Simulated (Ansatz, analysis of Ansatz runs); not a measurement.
# F+ centre in CaO: optical absorption band against experiment, part 2 of 2

How near does this set-up come to the measured optical absorption band? Subject: F+ centre in CaO. Set-up: PBE, 64-site cell, PBE lattice, 420 eV, k: the zone centre alone. The model is a cell of 64 host atoms with 1 O taken out. The excitation energy is a difference of total energies with one electron moved up within one spin channel. A local or semilocal functional is the cheapest first rung.

Ansatz 0.2.0; PBE, 64-site cell, PBE lattice, 420 eV, k: the zone centre alone.

So far: The structure; Relaxation, charge +1.

**3. Ground state**

Both spins' levels are needed to pick the two between which the electron moves, so the ground state is solved with empty bands.

This step: plane-wave PAW DFT, PBE; single point of a defect supercell.

The input, ground/input.yaml:

```yaml
crystal:
  lattice:
    - [9.66155723, 0.0, 0.0]
    - [0.0, 9.66155723, 0.0]
    - [0.0, 0.0, 9.66155723]
  atoms:
    - { symbol: Ca, position: [-0.001268501, 0.0, 0.0] }
    - { symbol: Ca, position: [0.00028481, 0.25028481, 0.25028481] }
[... 9 atom lines left out ...]
    - { symbol: Ca, position: [0.25, 0.237057827, 0.5] }
[... 6 atom lines left out ...]
    - { symbol: Ca, position: [0.25, 0.5, 0.237057827] }
[... 4 atom lines left out ...]
    - { symbol: O, position: [0.25, 0.7479985, 0.2520015] }
    - { symbol: Ca, position: [-0.012942173, 0.5, 0.5] }
[... 1 atom line left out ...]
    - { symbol: Ca, position: [0.25, 0.5, 0.762942173] }
    - { symbol: Ca, position: [0.25, 0.762942173, 0.5] }
[... 1 atom line left out ...]
    - { symbol: O, position: [0.0020015, 0.7479985, 0.5] }
    - { symbol: O, position: [0.25, 0.7479985, 0.7479985] }
[... 20 atom lines left out ...]
    - { symbol: O, position: [0.4979985, 0.5, 0.2520015] }
[... 3 atom lines left out ...]
    - { symbol: Ca, position: [0.512942173, 0.5, 0.5] }
[... 3 atom lines left out ...]
    - { symbol: O, position: [0.4979985, 0.5, 0.7479985] }
    - { symbol: O, position: [0.4979985, 0.7479985, 0.5] }
[... 1 atom line left out ...]
    - { symbol: O, position: [0.75, 0.749315119, 0.749315119] }
total_charge: 1
basis:
  ecutwfc: 420
  xc_grid: 2
hamiltonian:
  xc: pbe
kpoints:
  mp_grid: { grid: [1, 1, 1] }
magnetization:
  spin_polarized: true
  initial_magnetization: 1
  spin_locking: { lock_magnetization: hard }
scf:
  occupations: { method: fermi_dirac, width: 0.01 }
  max_iter: 120
  n_extra_bands: 30
  lower_state_search: "off"
output:
  forces: true
  eigenvalues: true
  eigenstates: { localisation: true }
checkpoint:
  read: "../relax.run"
  write: "../ground.run"
  compress: false
  write_wavefunctions: true
  write_every: 100000
```

Launch:

```bash
$ ansatz run input.yaml --threads 2 --pin off --max-ram 3768MiB --backend cpu --events-out ev --progress --plain --runs-dir out
```

Numbers of over 12 decimals in the logs are rounded to 6 here.

Log:

```text
[...]
Warning: the band count 283 (scf.n_extra_bands) hosts the net moment |M| = 1.0000 μB (N_el = 505) but caps the reachable moment at 2·n_bands − N_el = 61.0000 μB, below the 316 bands that the automatic rule leaves for it — a moment growing past the seed, or [...]
[...]
Crystal: 63 atoms, lattice volume = 901.865 Å³
Basis set: ecut = 420 eV, 17557 PW (Γ), exchange–correlation on 144×144×144 points (8 copies of the dense FFT grid, shifted against one another)
Bands: 283, of which v1, the nominal top of the filled ones, is band 253 counted from 1 (252 counted from 0)
Symmetry: 48 space group operations
[...]
k-points: 1
[...]
Starting moments: Σ|m| = 1 μB on 63 of 63 sites; this step starts from the density that it was given
[...]
Fermi energy:    9.717216 (↑ 10.082990, ↓ 8.946997) eV
[...]
--- Forces (eV/Å), atoms counted from 1 ---
  atom   1  Ca     0.00093445    -0.00000000     0.00000000
  atom   2  Ca     0.00047449     0.00047449     0.00047449
  [... 9 atoms left out ...]
  atom  12  Ca    -0.00000000    -0.00098544     0.00000000
  [... 6 atoms left out ...]
  atom  19  Ca    -0.00000000     0.00000000    -0.00098544
  [... 5 atoms left out ...]
  atom  25  Ca    -0.00098544    -0.00000000    -0.00000000
  [... 1 atom left out ...]
  atom  27  Ca     0.00000000     0.00000000     0.00098544
  atom  28  Ca     0.00000000     0.00098544     0.00000000
  [... 1 atom left out ...]
  atom  30  O     -0.00054533     0.00054533     0.00000000
  atom  31  O      0.00000000     0.00054533     0.00054533
  [... 24 atoms left out ...]
  atom  56  Ca     0.00098544     0.00000000     0.00000000
  [... 3 atoms left out ...]
  atom  60  O      0.00054533     0.00000000     0.00054533
  atom  61  O      0.00054533     0.00054533     0.00000000
  [... 2 atoms left out ...]
  max |Σ_I F_I| component: 1.52e-18 eV/Å
--- Band table (eV) ---
[...]
[key lines of the parts left out:]
SCF converged after 2 iterations
Magnetization: 1.0000 μB (253.0000 up, 252.0000 down)
Free energy (F): -75843.598095 eV
```

Run time: 6.7 s. Hardware: 2 threads of Intel Xeon 6975P-C (Granite Rapids), shared host; peak memory 1.6 GiB.

This step gave:

```
free energy                           : -75843.5981 eV
total moment                          : 1 μB
integral of the absolute spin density : 1.034 μB
spin contamination                    : 0.001442
```

From eigenstates.tsv, first k-point; energies on the run's zero. The participation number counts the atoms that a state is spread over, of 63; bands count from 0.

| spin | band | energy (eV) | occupation | participation | largest share on | share |
| --- | --- | --- | --- | --- | --- | --- |
| down | 246 | 7.269 | 1.00 | 22.2 | O5 | 0.06 |
| down | 247 | 7.269 | 1.00 | 22.9 | O13 | 0.06 |
| down | 248 | 7.269 | 1.00 | 22.7 | O47 | 0.06 |
| down | 249 | 7.501 | 1.00 | 28.0 | O5 | 0.05 |
| down | 250 | 7.501 | 1.00 | 28.1 | O39 | 0.05 |
| down | 251 | 7.501 | 1.00 | 27.7 | O6 | 0.05 |
| down | 252 | 10.382 | 0.00 | 9.8 | Ca12 | 0.13 |
| down | 253 | 11.138 | 0.00 | 53.6 | Ca17 | 0.02 |
| down | 254 | 11.138 | 0.00 | 53.6 | Ca3 | 0.02 |
| down | 255 | 11.138 | 0.00 | 53.6 | Ca9 | 0.02 |
| down | 256 | 12.145 | 0.00 | 35.1 | Ca9 | 0.04 |
| up | 247 | 7.268 | 1.00 | 23.5 | O22 | 0.06 |
| up | 248 | 7.268 | 1.00 | 25.0 | O6 | 0.06 |
| up | 249 | 7.499 | 1.00 | 29.1 | O5 | 0.05 |
| up | 250 | 7.499 | 1.00 | 29.4 | O5 | 0.04 |
| up | 251 | 7.499 | 1.00 | 28.7 | O39 | 0.05 |
| up | 252 | 9.053 | 1.00 | 8.8 | Ca12 | 0.14 |
| up | 253 | 11.124 | 0.00 | 53.6 | Ca3 | 0.02 |
| up | 254 | 11.124 | 0.00 | 53.5 | Ca17 | 0.03 |
| up | 255 | 11.124 | 0.00 | 53.6 | Ca9 | 0.02 |
| up | 256 | 12.124 | 0.00 | 34.4 | Ca4 | 0.05 |
| up | 257 | 12.124 | 0.00 | 38.0 | Ca43 | 0.04 |

Under PBE at the zone centre alone, the highest filled state is spin up, spread over 9 of 63 atoms, and the lowest empty one, 1.33 eV above it, is spin down, spread over 10 of 63 atoms.

The atoms' spheres hold 0.16 of the 1 μB, none over 0.02 μB.

**4. Excited state at the ground state's structure**

One electron is moved to the upper level and held there by its overlap; at the ground state's structure the energy difference is the vertical absorption.

This step: plane-wave PAW DFT, PBE; single point of a defect supercell.

excited/input.yaml, as its differences from ground/input.yaml of step 3:

```diff
@@ -43,4 +43,9 @@
 scf:
-  occupations: { method: fermi_dirac, width: 0.01 }
-  max_iter: 120
+  occupations:
+    method: fermi_dirac
+    width: 0.01
+    excite:
+      from: { channel: up, k: 0, band: v1, track: overlap }
+      to: { channel: up, k: 0, band: [c1, c3], track: overlap }
+  max_iter: 150
   n_extra_bands: 30
@@ -49,7 +54,5 @@
   forces: true
-  eigenvalues: true
-  eigenstates: { localisation: true }
 checkpoint:
-  read: "../relax.run"
-  write: "../ground.run"
+  read: "../ground.run"
+  write: "../excited.run"
   compress: false
```

Log:

```text
[...]
Crystal: 63 atoms, lattice volume = 901.865 Å³
Basis set: ecut = 420 eV, 17557 PW (Γ), exchange–correlation on 144×144×144 points (8 copies of the dense FFT grid, shifted against one another)
Bands: 283, of which v1, the nominal top of the filled ones, is band 253 counted from 1 (252 counted from 0)
Symmetry: 48 space group operations
[...]
k-points: 1
Excitation: hole v1 ↑ at k 0, (0, 0, 0); particle c1 to c3 ↑ at k 0, (0, 0, 0); 1.000000e0 electrons a cell; the bands as a deck names them, k counted from 0 among the points solved; in brackets its point in fractional reciprocal coordinates
[...]
iter 1 solved again at ethr=9.89e-12 eV; its pass at ethr=3.10e-3 eV (dr2=4.99e-8 eV) is discarded
[...]
--- Forces (eV/Å), atoms counted from 1 ---
  atom   1  Ca    -0.03856336    -0.00000000     0.00000000
  atom   2  Ca    -0.15673668    -0.15673668    -0.15673668
  [... 9 atoms left out ...]
  atom  12  Ca    -0.00000000    -1.08567067     0.00000000
  [... 6 atoms left out ...]
  atom  19  Ca     0.00000000     0.00000000    -1.08567067
  [... 5 atoms left out ...]
  atom  25  Ca    -1.08567067    -0.00000000     0.00000000
  [... 1 atom left out ...]
  atom  27  Ca     0.00000000     0.00000000     1.08567067
  atom  28  Ca     0.00000000     1.08567067     0.00000000
  [... 1 atom left out ...]
  atom  30  O      0.36416104    -0.36416104     0.00000000
  atom  31  O     -0.00000000    -0.36416104    -0.36416104
  [... 24 atoms left out ...]
  atom  56  Ca     1.08567067     0.00000000     0.00000000
  [... 3 atoms left out ...]
  atom  60  O     -0.36416104    -0.00000000    -0.36416104
  atom  61  O     -0.36416104    -0.36416104     0.00000000
  [... 2 atoms left out ...]
  max |Σ_I F_I| component: 1.17e-15 eV/Å
--- Band table (eV) ---
[...]
[key lines of the parts left out:]
Converged-ψ floor refinement (derivative, response, wavefunction or occupation consumer): ⟨swp⟩=1.0  Hψ=1132  notcnv=0
SCF converged after 13 iterations
Magnetization: 1.0000 μB (253.0000 up, 252.0000 down)
Free energy (F): -75841.126674 eV
Fermi energy:    8.187180 (↑ 9.819425, ↓ 8.182745) eV  (of the remaining states, beside the excitation)
```

The job ended after 17 s (2 threads; peak memory 1.6 GiB).

Reading the cycles: dr2 is the Hartree energy of the density residual (eV), the measure of convergence; HF is the Harris–Foulkes estimate of the energy, which meets the free energy F at convergence.

This step gave:

```yaml
free_energy: -75841.1267 eV
total_moment: 1 μB
integral_of_the_absolute_spin_density: 1.248 μB
spin_contamination: 6.02e-4
```

**5. Outcome**

The level that takes the electron spreads over a large part of the cell (54 of 63 atoms): it is diffuse or a band state, and this cell can't show whether it is bound to the centre. For the record: Vertical absorption energy: computed 2.47 eV, measured 3.7 eV; 1.23 eV below the measurement.

[Logs are printed without paths, hosts, clocks, repeated set-up lines and the standing remarks that a program may print on its own settings, such as how far it seeks lower states.]

[Hosts, paths, dates, database ids (printed as entryN), source tags and the programs' standing remarks are cut or masked in the printed files.]

[For some hosts the program warned that the k-mesh of the response run may be too coarse for force constants and the static dielectric constant; such warnings are not shown here.]
